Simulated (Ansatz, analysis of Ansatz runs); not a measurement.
# Migration in Li6MgBr8 (Fm-3m): V_Li hop (3.8 Å), charge −1, part 3 of 3

Wanted: path and barrier of a jump of Li in Li6MgBr8 (Fm-3m) at charge −1. The case: V_Li hop (3.8 Å), in a cell of 60 host atoms with 1 Li taken out.

Ansatz 0.2.0; plane-wave PAW DFT, PBEsol; nudged elastic band between two relaxed defect structures at fixed charge in a uniform background.

So far, barrier forward (eV): step 4 (nudged elastic band, charge −1) 0.239.

## (5) Single point at the top of the path, PBEsol

A single point at the top of the band gives the levels near the gap and the populations there.

This step: plane-wave PAW DFT, PBEsol; single point of a defect supercell on a structure of the PBEsol path.

Input file qm1.top.probe/input.yaml:

```yaml
crystal:
  lattice:
    - [10.84714591, 0.0, 0.0]
    - [0.0, 10.84714591, 0.0]
    - [0.0, 0.0, 10.84714591]
  atoms:
    - { symbol: Li, position: [0.25095089, -0.00272813, 0.24789753] }
    - { symbol: Li, position: [0.74621348, 0.00463358, 0.75237811] }
[... 3 atom lines left out ...]
    - { symbol: Li, position: [0.34077352, 0.420472, 0.68354403] }
[... 9 atom lines left out ...]
    - { symbol: Li, position: [0.25464463, 0.25104755, -0.00591755] }
[... 3 atom lines left out ...]
    - { symbol: Li, position: [0.24012291, 0.23488847, 0.49178578] }
[... 6 atom lines left out ...]
    - { symbol: Mg, position: [0.50155155, 0.49939065, 0.00450528] }
[... 1 atom line left out ...]
    - { symbol: Br, position: [0.25039184, 0.75297286, 0.75005892] }
[... 2 atom lines left out ...]
    - { symbol: Br, position: [0.23631534, 0.23606209, 0.74828179] }
[... 5 atom lines left out ...]
    - { symbol: Br, position: [0.49199239, 0.24685505, 0.49797406] }
[... 2 atom lines left out ...]
    - { symbol: Br, position: [0.25897534, 0.49875065, 0.00051844] }
[... 3 atom lines left out ...]
    - { symbol: Br, position: [0.24407306, 0.4979844, 0.49230208] }
[... 5 atom lines left out ...]
    - { symbol: Br, position: [0.52061169, 0.51707132, 0.76202474] }
[... 1 atom line left out ...]
    - { symbol: Br, position: [-0.00210467, 0.5006971, 0.74367218] }
[... 4 atom lines left out ...]
    - { symbol: Br, position: [0.50020461, 0.25785021, 0.00764846] }
    - { symbol: Br, position: [0.50010057, 0.75620227, 0.49939836] }
total_charge: -1
basis:
  ecutwfc: 420
  xc_grid: 2
hamiltonian:
  xc: pbesol
kpoints:
  mp_grid: { grid: [1, 1, 1] }
scf:
  occupations: { method: fixed }
  max_iter: 100
output:
  forces: true
  eigenvalues: true
  eigenstates: { localisation: true }
  populations: true
  write_density: true
  write_potential: true
  volumetric_format: npy
  elf: true
checkpoint:
  write: "../qm1.top.probe.run"
  compress: false
  write_wavefunctions: false
  write_every: 100000
```

On the command line:

```
> ansatz run input.yaml --threads 4 --pin off --max-ram 7536MiB --backend cpu --events-out ev --progress --plain --runs-dir out
```

Numbers of over 12 decimals in the logs are rounded to 6 here.

What it wrote:

```text
[...]
Crystal: 59 atoms, lattice volume = 1276.281 Å³
Basis set: ecut = 420 eV, 24885 PW (Γ), exchange–correlation on 150×150×150 points (8 copies of the dense FFT grid, shifted against one another)
Bands: 226, of which v1, the nominal top of the filled ones, is band 167 counted from 1 (166 counted from 0)
Symmetry: 1 space group operations
[...]
k-points: 1
[...]
SCF iter   1: F=—  HF=-99969.964152 eV  |F-HF|=—  |Δ(HF+E_count)|=         —  Δρ=3.86e-3  dr2=1.78e-1  ethr=1.77e-3  ⟨swp⟩=6.0  Hψ=917  notcnv=0  defer=54
[...]
SCF iter   7: F=-99969.885540 eV  HF=-99969.885540 eV  |F-HF|=4.36e-8  |Δ(HF+E_count)|=   5.35e-7  Δρ=1.00e-6  dr2=3.15e-8  ethr=2.99e-11  ⟨swp⟩=44.0  Hψ=2914  notcnv=0
SCF 1 converged in 7 iterations: F = -99969.885540 eV  dr2 = 3.15e-8
[...]
SCF converged after 7 iterations
Free energy (F): -99969.885540 eV
[...]
[... 2 atoms left out ...]
  atom  41  Br    -0.00006075     0.00123019    -0.00178285
  [... 3 atoms left out ...]
  atom  45  Br     0.00649077    -0.00417496    -0.00486476
[...]
atom  51  Br     0.00304898    -0.01133310     0.00753291
[...]
atom  58  Br    -0.00219044     0.00549055     0.00126343
  [... 1 atom left out ...]
  max |Σ_I F_I| component: 5.79e-5 eV/Å
--- Band table (eV) ---
[...]
--- Löwdin populations: 59 sites ---
  site symbol       q [e]
     0     Li      2.4119
     1     Li      2.4121
[...]
5     Li      2.3810
[...]
15     Li      2.4083
[...]
19     Li      2.4067
[...]
26     Mg      8.5777
[...]
31     Br      7.5556
[...]
37     Br      7.5735
  [... 2 atoms left out ...]
    40     Br      7.5708
  [... 3 atoms left out ...]
    44     Br      7.5636
  [... 5 atoms left out ...]
    50     Br      7.5705
  [... 6 atoms left out ...]
    57     Br      7.5742
  [... 1 atom left out ...]
  spilling = 0.006891 (of n_electrons = 334.000000)
[key lines of the parts left out:]
Fermi energy:    2.370083 eV
```

It took 11 s on 4 threads of Arm Neoverse V2, shared host; peak memory 1.2 GiB; 42 s of CPU time.

Read from the output:

```yaml
free_energy: -99969.8855 eV
```

States next to the filling edge at the first k-point, on the run's own zero (eigenstates.tsv). The participation number counts the atoms that a state is spread over, of 59; bands count from 0.

```tsv
spin	band	energy (eV)	occupation	participation	largest share on	share
both	161	2.169	2.00	10.9	Br48	0.15
both	162	2.230	2.00	11.0	Br38	0.19
both	163	2.265	2.00	11.3	Br30	0.16
both	164	2.347	2.00	32.6	Br58	0.06
both	165	2.360	2.00	29.8	Br30	0.08
both	166	2.370	2.00	22.7	Br54	0.12
both	167	6.973	0.00	33.9	Mg25	0.07
both	168	7.827	0.00	49.3	Mg25	0.03
both	169	7.870	0.00	48.8	Br31	0.04
both	170	7.955	0.00	52.5	Li23	0.03
both	171	8.012	0.00	52.3	Li17	0.03
```

Under PBEsol at the zone centre alone, the highest filled state is spread over 23 of 59 atoms, and the lowest empty one, 4.60 eV above it, is spread over 34 of 59 atoms.

Löwdin populations of the atoms near the centre, and their excess over far atoms of the same element, which can also hold differences between inequivalent host sites (the log counts sites from 0):

```tsv
atom	distance from the centre (Å)	electrons	excess
Li6	0.95	2.381	-0.031
Br32	2.13	7.556	-0.002
Br51	2.21	7.571	0.013
Li16	3.24	2.408	-0.004
Br41	3.28	7.571	0.013
Br38	3.32	7.574	0.016
Br58	3.36	7.574	0.017
Mg27	3.37	8.578	-0.001
```

ELF in the ab plane at fractional z = 0.750, through the centre, with atoms of Li and Br within 0.45 Å of it. It is the smooth field of the valence electrons, not physical close to the nuclei.

Values in units of 1e-1, 13 rows by 16 columns, each cell a mean:
```
5.6 8.0 2.8 2.6 4.9 1.3 7.1 6.6 5.2 8.1 3.0 2.4 3.2 1.4 7.3 6.6
6.3 3.2 2.2 5.8 6.1 3.3 2.3 6.0 6.5 3.6 1.9 5.6 6.4 3.4 2.2 5.8
3.7 1.3 7.2 6.7 5.4 8.0 2.7 3.0 4.4 1.1 6.8 6.9 5.1 8.1 3.3 1.9
6.6 1.6 7.9 5.8 4.1 8.4 3.4 3.4 5.0 1.1 7.2 6.3 3.8 8.3 3.8 3.6
3.9 1.8 3.0 6.9 7.5 4.5 1.3 4.5 5.8 3.5 2.3 6.4 7.5 4.6 1.5 3.5
7.5 7.4 1.8 0.7 1.0 0.7 5.1 8.0 5.6 8.0 4.3 0.9 2.0 1.2 6.4 7.8
2.9 8.4 3.9 0.2 0.1 0.6 6.2 7.5 2.8 8.0 5.7 3.7 8.7 2.0 8.3 4.4
8.2 6.1 1.3 1.5 1.1 0.3 1.9 7.3 7.8 6.1 2.0 1.7 2.4 1.2 4.8 8.0
2.2 1.3 4.7 7.6 7.8 4.6 0.9 1.1 1.4 0.7 4.1 8.0 8.2 6.4 1.9 1.8
7.1 2.8 8.5 3.9 4.8 8.1 2.9 0.1 0.1 1.7 7.6 5.5 1.8 8.3 4.3 5.7
1.9 2.0 7.4 6.3 7.0 7.1 1.5 0.6 0.9 0.8 5.6 8.0 7.0 7.7 2.8 1.5
7.2 3.7 2.1 5.1 5.1 2.1 2.8 6.8 7.3 4.3 1.3 3.4 4.0 2.1 2.9 6.8
4.5 8.2 3.1 2.8 5.4 1.5 7.7 6.1 4.4 8.4 3.3 4.7 5.9 1.6 7.8 5.8
```
Columns run along a (10.8 Å), rows up along b (10.8 Å). Atoms in or near the plane, at fractional coordinates: Li at (0.75, 0.00), Li at (0.00, 0.75), Li at (0.00, 0.25), Li at (0.50, 0.76), Li at (0.26, 0.99), Li at (0.76, 0.50), Br at (0.25, 0.75), Br at (0.76, 0.25), Br at (0.24, 0.24), Br at (0.75, 0.75), Br at (0.00, 0.00), Br at (0.52, 0.52), Br at (0.00, 0.50), Br at (0.50, 0.00).

Electrostatic potential energy in the ab plane at fractional z = 0.750, through the centre, with atoms of Li and Br within 0.45 Å of it. With pseudopotentials it is smooth inside the atoms' cores, unlike the true potential.

Ten even steps from '0' (-71 eV) to '9' (9 eV), each cell a mean:
```
027999755799840016998766899840
579999988999985468999988999985
999999999999999999999999999999
999999888999999999999988999999
789998422699987789998522589998
568996100389975468997100279986
568997200489986679997300489986
889999766899999999999866899998
999999999999999999999999999999
899999999999998778999999999998
258999999999983014899887899963
016999999999971002899755799830
027999999999984225899755799840
579999999888998889999988999986
999999999989999999999999999999
999999999999999999999988999999
789998546899999999998633689987
578984001699999999997200279975
679984001599999999998300389986
899997435899999999999755799998
999999889999999999999999999999
899999999999999899999999999998
358999888899974358999877899974
016999755799830016998645899830
```
Columns run along a (10.8 Å; values clipped at the 3rd and 97th percentile), rows up along b (10.8 Å). Atoms in or near the plane, at fractional coordinates: Li at (0.75, 0.00), Li at (0.00, 0.75), Li at (0.00, 0.25), Li at (0.50, 0.76), Li at (0.26, 0.99), Li at (0.76, 0.50), Br at (0.25, 0.75), Br at (0.76, 0.25), Br at (0.24, 0.24), Br at (0.75, 0.75), Br at (0.00, 0.00), Br at (0.52, 0.52), Br at (0.00, 0.50), Br at (0.50, 0.00).

Valence density in the ab plane at fractional z = 0.750, through the centre, with atoms of Li and Br within 0.45 Å of it. It is the smooth field of the valence electrons, not physical close to the nuclei.

Values in e/Å³, 13 rows by 16 columns, each cell a mean:
```
0.9 0.5 0.1 0.7 1.9 0.1 0.3 0.9 0.9 0.6 0.1 0.6 0.9 0.1 0.4 0.9
0.3 0.1 0.1 0.2 0.3 0.1 0.1 0.3 0.3 0.1 0.1 0.2 0.3 0.1 0.1 0.2
1.2 0.1 0.3 0.9 0.9 0.6 0.1 1.0 1.7 0.1 0.3 0.9 0.9 0.6 0.1 0.4
2.9 0.1 0.4 0.9 0.9 0.6 0.1 1.1 1.9 0.1 0.3 0.9 0.8 0.7 0.1 1.1
0.1 0.1 0.1 0.3 0.4 0.1 0.1 0.2 0.2 0.1 0.1 0.3 0.4 0.2 0.1 0.1
0.8 0.4 0.1 0.0 0.0 0.0 0.2 0.8 0.9 0.7 0.2 0.1 0.3 0.1 0.3 0.8
0.8 0.7 0.1 0.0 0.0 0.0 0.2 0.9 0.8 0.9 0.2 1.0 4.0 0.2 0.5 0.9
0.6 0.2 0.0 0.0 0.0 0.1 0.1 0.3 0.5 0.3 0.1 0.1 0.2 0.1 0.2 0.6
0.1 0.1 0.2 0.4 0.4 0.2 0.0 0.0 0.0 0.0 0.1 0.5 0.7 0.3 0.1 0.1
3.0 0.1 0.6 0.8 0.9 0.5 0.1 0.0 0.0 0.0 0.3 1.0 0.7 0.8 0.2 2.1
0.3 0.1 0.4 0.9 0.9 0.3 0.0 0.0 0.0 0.0 0.2 0.7 0.9 0.5 0.1 0.2
0.4 0.2 0.1 0.2 0.2 0.1 0.1 0.3 0.3 0.1 0.1 0.1 0.2 0.1 0.1 0.3
0.9 0.6 0.1 0.8 2.2 0.1 0.4 0.9 0.9 0.6 0.1 1.7 2.5 0.1 0.4 0.9
```
Columns run along a (10.8 Å), rows up along b (10.8 Å). Atoms in or near the plane, at fractional coordinates: Li at (0.75, 0.00), Li at (0.00, 0.75), Li at (0.00, 0.25), Li at (0.50, 0.76), Li at (0.26, 0.99), Li at (0.76, 0.50), Br at (0.25, 0.75), Br at (0.76, 0.25), Br at (0.24, 0.24), Br at (0.75, 0.75), Br at (0.00, 0.00), Br at (0.52, 0.52), Br at (0.00, 0.50), Br at (0.50, 0.00).

The distance between the highest filled and the lowest empty level goes from 4.62 eV at the start to 4.60 eV at the top.

## (6) Band with another choice: wide smearing

A wide smearing tests how much the barrier leans on the occupations.

This step: plane-wave PAW DFT, PBEsol; nudged elastic band between two relaxed defect structures at fixed charge in a uniform background.

Input file qm1.try0/input.yaml:

```yaml
crystal:
  lattice:
    - [10.84714591, 0.0, 0.0]
    - [0.0, 10.84714591, 0.0]
    - [0.0, 0.0, 10.84714591]
  atoms:
    - { symbol: Li, position: [0.24974058, -6.664e-05, 0.24995505] }
    - { symbol: Li, position: [0.74971633, -8.49e-06, 0.7498751] }
    - { symbol: Li, position: [0.74975077, 0.49988411, 0.24994077] }
    - { symbol: Li, position: [0.00148513, 0.25103574, 0.25037901] }
    - { symbol: Li, position: [0.00562468, 0.74360309, 0.75052798] }
    - { symbol: Li, position: [0.49386146, 0.25644176, 0.74922232] }
    - { symbol: Li, position: [0.49812752, 0.74874115, 0.24946281] }
    - { symbol: Li, position: [0.0057812, 0.25640448, 0.7505425] }
    - { symbol: Li, position: [0.00143714, 0.74876745, 0.25040845] }
    - { symbol: Li, position: [0.49815357, 0.25103804, 0.24936571] }
    - { symbol: Li, position: [0.49374026, 0.74365633, 0.74933072] }
    - { symbol: Li, position: [0.24971671, -4.029e-05, 0.74995479] }
    - { symbol: Li, position: [0.24973355, 0.499947, 0.24988622] }
    - { symbol: Li, position: [0.74973781, -8.616e-05, 0.24986065] }
    - { symbol: Li, position: [0.74974547, 0.50001391, 0.74990907] }
    - { symbol: Li, position: [0.24922134, 0.2562958, -0.00608522] }
    - { symbol: Li, position: [0.25043739, 0.7434881, 0.50588863] }
    - { symbol: Li, position: [0.75031947, 0.25105729, 0.50152291] }
    - { symbol: Li, position: [0.74931675, 0.7487554, -0.00177923] }
    - { symbol: Li, position: [0.25046746, 0.25629809, 0.50580143] }
    - { symbol: Li, position: [0.24915999, 0.74353234, -0.00603603] }
    - { symbol: Li, position: [0.74934361, 0.2510562, -0.00182296] }
    - { symbol: Li, position: [0.75028623, 0.74878089, 0.50152036] }
    - { symbol: Mg, position: [0.00025061, -6.869e-05, -0.00058292] }
    - { symbol: Mg, position: [0.0020805, 0.49993005, 0.50220752] }
    - { symbol: Mg, position: [0.49928611, -7.659e-05, 0.50040261] }
    - { symbol: Mg, position: [0.49745149, 0.49994502, -0.00239917] }
    - { symbol: Br, position: [0.24978341, 0.24771114, 0.24989877] }
    - { symbol: Br, position: [0.24972281, 0.75909676, 0.74993043] }
    - { symbol: Br, position: [0.74975172, 0.24773001, 0.74988101] }
    - { symbol: Br, position: [0.74975391, 0.75105153, 0.24991385] }
    - { symbol: Br, position: [0.24979236, 0.2408048, 0.74988621] }
    - { symbol: Br, position: [0.24976701, 0.75216555, 0.24990283] }
    - { symbol: Br, position: [0.74978147, 0.24878754, 0.24989813] }
    - { symbol: Br, position: [0.74976857, 0.75218816, 0.74990217] }
    - { symbol: Br, position: [-0.00121285, 0.24485898, 0.00087485] }
    - { symbol: Br, position: [-0.00094257, 0.74549835, 0.49916576] }
    - { symbol: Br, position: [0.50077652, 0.24484198, 0.49890657] }
    - { symbol: Br, position: [0.50050975, 0.74550704, 0.00065996] }
    - { symbol: Br, position: [0.25609479, -6.215e-05, 0.49723786] }
    - { symbol: Br, position: [0.25643705, 0.49993189, 0.00791016] }
    - { symbol: Br, position: [0.75499762, -6.453e-05, 0.00114161] }
    - { symbol: Br, position: [0.75490541, 0.49992393, 0.49699636] }
    - { symbol: Br, position: [0.24343443, -4.422e-05, 0.00260044] }
    - { symbol: Br, position: [0.24309258, 0.49992223, 0.49186881] }
    - { symbol: Br, position: [0.74452831, -8.237e-05, 0.49867734] }
    - { symbol: Br, position: [0.74463128, 0.49992386, 0.00283474] }
    - { symbol: Br, position: [-0.00290942, -4.539e-05, 0.75622778] }
    - { symbol: Br, position: [-0.00316289, 0.49992337, 0.25505005] }
    - { symbol: Br, position: [0.50100633, -7.64e-05, 0.25515325] }
    - { symbol: Br, position: [0.5077642, 0.4999948, 0.75659443] }
    - { symbol: Br, position: [-0.00147991, -6.757e-05, 0.24467232] }
    - { symbol: Br, position: [-0.00826415, 0.49995943, 0.74322639] }
    - { symbol: Br, position: [0.50243029, -6.621e-05, 0.74358128] }
    - { symbol: Br, position: [0.50267318, 0.49991543, 0.24478532] }
    - { symbol: Br, position: [-0.00094147, 0.25436667, 0.49917932] }
    - { symbol: Br, position: [-0.00122773, 0.75502077, 0.00091412] }
    - { symbol: Br, position: [0.5005169, 0.25437503, 0.00061344] }
    - { symbol: Br, position: [0.50074644, 0.75500293, 0.49894] }
total_charge: -1
basis:
  ecutwfc: 420
  xc_grid: 2
hamiltonian:
  xc: pbesol
kpoints:
  mp_grid: { grid: [1, 1, 1] }
scf:
  occupations: { method: gaussian, width: 0.2 }
  max_iter: 100
output:
  forces: true
neb:
  images: 5
  f_tol: 0.05
  climbing: true
  initial_path: idpp
  max_iterations: 30
  order_check: false
  final_atoms:
    - { symbol: Li, position: [0.25115176, 0.00132434, 0.25045665] }
    - { symbol: Li, position: [0.74363448, 0.00563317, 0.7505348] }
[... 3 atom lines left out ...]
    - { symbol: Li, position: [0.25628642, 0.49384044, 0.74929579] }
[... 1 atom line left out ...]
    - { symbol: Li, position: [3.666e-05, 0.24969931, 0.74992561] }
[... 2 atom lines left out ...]
    - { symbol: Li, position: [0.49999734, 0.7496103, 0.74992699] }
[... 4 atom lines left out ...]
    - { symbol: Li, position: [0.25651467, 0.2489729, -0.00606524] }
[... 3 atom lines left out ...]
    - { symbol: Li, position: [0.2564996, 0.25032769, 0.50587959] }
[... 6 atom lines left out ...]
    - { symbol: Mg, position: [0.50003266, 0.49732159, -0.00238803] }
[... 4 atom lines left out ...]
    - { symbol: Br, position: [0.24087295, 0.24970805, 0.74993575] }
[... 5 atom lines left out ...]
    - { symbol: Br, position: [0.50010384, 0.24292749, 0.49191841] }
[... 2 atom lines left out ...]
    - { symbol: Br, position: [0.25448654, 0.5003635, 0.00066632] }
[... 3 atom lines left out ...]
    - { symbol: Br, position: [0.24495833, 0.50064055, 0.49893862] }
[... 5 atom lines left out ...]
    - { symbol: Br, position: [0.50001526, 0.50762177, 0.75661859] }
[... 6 atom lines left out ...]
    - { symbol: Br, position: [0.50009526, 0.25631786, 0.00792346] }
    - { symbol: Br, position: [0.50006355, 0.7547674, 0.49697797] }
```

What it wrote:

```text
[...]
parallel-image band execution: 4 concurrent image workers
NEB image 0
Crystal: 59 atoms, lattice volume = 1276.281 Å³
Basis set: ecut = 420 eV, 24885 PW (Γ), exchange–correlation on 150×150×150 points (8 copies of the dense FFT grid, shifted against one another)
Bands: 226, of which v1, the nominal top of the filled ones, is band 167 counted from 1 (166 counted from 0)
Symmetry: 1 space group operations
k-points: 1
[...]
SCF iter   1: F=—  HF=-99970.202670 eV  |F-HF|=—  |Δ(HF+E_count)|=         —  Δρ=3.85e-3  dr2=1.77e-1  ethr=1.77e-3  ⟨swp⟩=18.0  Hψ=1925  notcnv=0
[...]
SCF iter   7: F=-99970.124616 eV  HF=-99970.124616 eV  |F-HF|=3.19e-8  |Δ(HF+E_count)|=   4.72e-7  Δρ=8.51e-7  dr2=2.32e-8  ethr=2.99e-11  ⟨swp⟩=5.0  Hψ=686  notcnv=0
SCF 1 converged in 7 iterations: F = -99970.124616 eV  dr2 = 2.32e-8
[...]
NEB image 6
[...]
SCF 2 converged in 7 iterations: F = -99970.124616 eV  dr2 = 2.57e-8
[...]
NEB end point (image 0): max|allowed force component| = 1.751e-3 eV/Å (the criterion of neb.relax_end_points is 1.000e-2)
NEB end point (image 6): max|allowed force component| = 1.532e-3 eV/Å (the criterion of neb.relax_end_points is 1.000e-2)
NEB image 1
[...]
SCF 3 converged in 7 iterations: F = -99969.950196 eV  dr2 = 2.31e-8
NEB image 2
[...]
climbing-image geometry (image 4):
  cell:  # Å, volume = 1276.2814 Å³
    - [10.84714591, 0.0, 0.0]
    - [0.0, 10.84714591, 0.0]
    - [0.0, 0.0, 10.84714591]
  atoms:
    - { symbol: Li, position: [0.250951, -0.002728, 0.247897] }
    - { symbol: Li, position: [0.746214, 0.004634, 0.752378] }
    - { symbol: Li, position: [0.750539, 0.499497, 0.251953] }
    - { symbol: Li, position: [-0.003106, 0.250287, 0.249125] }
    - { symbol: Li, position: [0.004258, 0.746836, 0.751994] }
    - { symbol: Li, position: [0.340772, 0.420474, 0.683543] }
    - { symbol: Li, position: [0.499814, 0.751556, 0.252667] }
    - { symbol: Li, position: [-0.004560, 0.252412, 0.752001] }
[...]
- { symbol: Li, position: [0.240123, 0.234888, 0.491786] }
    - { symbol: Li, position: [0.250644, 0.743662, -0.004820] }
    - { symbol: Li, position: [0.742744, 0.249517, -0.004311] }
    - { symbol: Li, position: [0.749238, 0.751405, 0.504301] }
    - { symbol: Mg, position: [0.000258, -0.000151, 0.000362] }
    - { symbol: Mg, position: [-0.001948, 0.498872, 0.503220] }
    - { symbol: Mg, position: [0.498333, 0.003436, 0.505078] }
    - { symbol: Mg, position: [0.501552, 0.499391, 0.004505] }
    - { symbol: Br, position: [0.246788, 0.247775, 0.248429] }
    - { symbol: Br, position: [0.250392, 0.752973, 0.750059] }
    - { symbol: Br, position: [0.756788, 0.249395, 0.751428] }
    - { symbol: Br, position: [0.751246, 0.751243, 0.252946] }
    - { symbol: Br, position: [0.236316, 0.236062, 0.748282] }
    - { symbol: Br, position: [0.249492, 0.748730, 0.250620] }
    - { symbol: Br, position: [0.749593, 0.249852, 0.252768] }
    - { symbol: Br, position: [0.754957, 0.753728, 0.751464] }
[...]
- { symbol: Br, position: [-0.002907, 0.255034, 0.497360] }
    - { symbol: Br, position: [0.000361, 0.754380, 0.003011] }
    - { symbol: Br, position: [0.500205, 0.257850, 0.007649] }
    - { symbol: Br, position: [0.500100, 0.756202, 0.499399] }
[key lines of the parts left out:]
SCF converged after 5 iterations
Free energy (F): -99969.885541 eV
Fermi energy:    4.672831 eV
```

Run time: 5.4 min. Hardware: 4 threads; peak memory 4 GiB.

The run converged with other settings, drawn as a test and not checked for convergence; the results below rest on the first set.

What was changed: wide smearing.

Its highest image lies 0.24 eV above the start; the sound band gave 0.24 eV.

Here the change did no harm: 0.239 eV against the band's 0.239 eV.

## (7) Outcome

```yaml
barrier_forward: 0.24 eV (in doubt, see below)
barrier_backward: 0.24 eV
end_less_start: 0.00 eV
hop_length: 3.64 Å
band_iterations_as_the_log_counts_them: 7
```

The top of the band lies 0.24 eV above the start and 0.24 eV above the end, which are alike in energy and neighbours. The path has 2 maxima, and only the highest was climbed; it lies 0.05 eV above the dip at image 3. With an assumed prefactor of 1e13 per second it gives one hop a second along this one path at about 90 K; whether such hops link up through the crystal wasn't checked. At the top Li6 stands 2.37 Å from its nearest Br, 0.28 Å closer than at the start. The order of the top as a saddle was not checked for all atoms, so a bent path could be lower. No image-charge correction is applied; it largely cancels along a path if the charge stays localised alike. Keep in mind: sampling at the zone centre alone can move energies of charged and open-shell states by tenths of an eV or more in cells of this size.

[Logs are printed without paths, hosts, clocks, repeated set-up lines and the standing remarks that a program may print on its own settings, such as how far it seeks lower states.]

[Hosts, paths, dates, database ids (printed as entryN), source tags and the programs' standing remarks are cut or masked in the printed files.]
